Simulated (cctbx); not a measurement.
## Which space group?

Cell: a = 5.8350 Å, b = 5.8350 Å, c = 5.8350 Å, α = 90.00°, β = 90.00°, γ = 90.00°. Expected content of the cell: Sb6 Ga1 Al1.

Simulated single-crystal data (cctbx): Mo Kα, λ = 0.71073 Å, to d = 0.8 Å, 80 % of the full sphere, strongest reflection 40000 counts, noise from counting, a 6 % proportional error and a noise floor of 2 counts (s.d.); no absorption, some extinction.

A first pass over the reflections prints:

```text
1303 reflections to d = 0.801 A
centring   violations  <I/sigma> of those
    A        654 of   666     13.2
    B        643 of   654     13.2
    C        635 of   646     13.3
    I        628 of   665     10.7
    R        844 of   868     12.6
    F        966 of   983     13.2
Laue class    unique    Rint  (classes that these axes allow; Friedel mates merged)
P -1              792   0.033
P 1 2/m 1         455   0.037
P 1 1 2/m         457   0.038
P 2/m 1 1         454   0.039
P m m m           277   0.040
P 4/m             233   0.113
P 4/m m m         156   0.114
R -3 :R           277   0.041
R -3 m :R         170   0.114
P m -3             95   0.043
P m -3 m           65   0.115
space group    extra absences  I>4sigma  <I/sigma>
P 2 3                   0          0         -  acentric
P m -3                  0          0         -  centric
Wilson B = 1.80 A^2   <|E^2-1|> = 0.809 (0.968 centric, 0.736 acentric)   E^2>4: 1.1 %
shell (A)         n   <I/sigma>
 5.84 - 1.53     18     45.6
 1.53 - 1.21     12     46.8
 1.21 - 1.06     16     47.6
 1.06 - 0.97     10     38.9
 0.97 - 0.90     14     40.6
 0.90 - 0.84      8     57.9
 0.84 - 0.80     17     36.2
```

Q: Read the symmetry from these tables.

Every centring test has many violations, so the lattice is primitive.

Rint stays low (0.033 to 0.043) up to P m -3 and is 0.113 or more in the other classes.

2 settings pass the absence test. No glide or screw absences show, which leaves P 2 3 and P m -3.

⟨|E²−1|⟩ = 0.809 lies between the two ideal values. The Wilson B of 1.80 Å² means U ≈ 0.0228 Å².

The true group is Pm-3 (no. 200), Laue class m-3, centrosymmetric. The tables only narrow the choice to the tied entries; cell content, site symmetry and trial solutions must settle it.

The model is made up (kin elements in a known structure type, no relaxation), so it says nothing on whether the phase exists.

[Logs are printed without paths, hosts, clocks, repeated set-up lines and the standing remarks that a program may print on its own settings, such as how far it seeks lower states.]
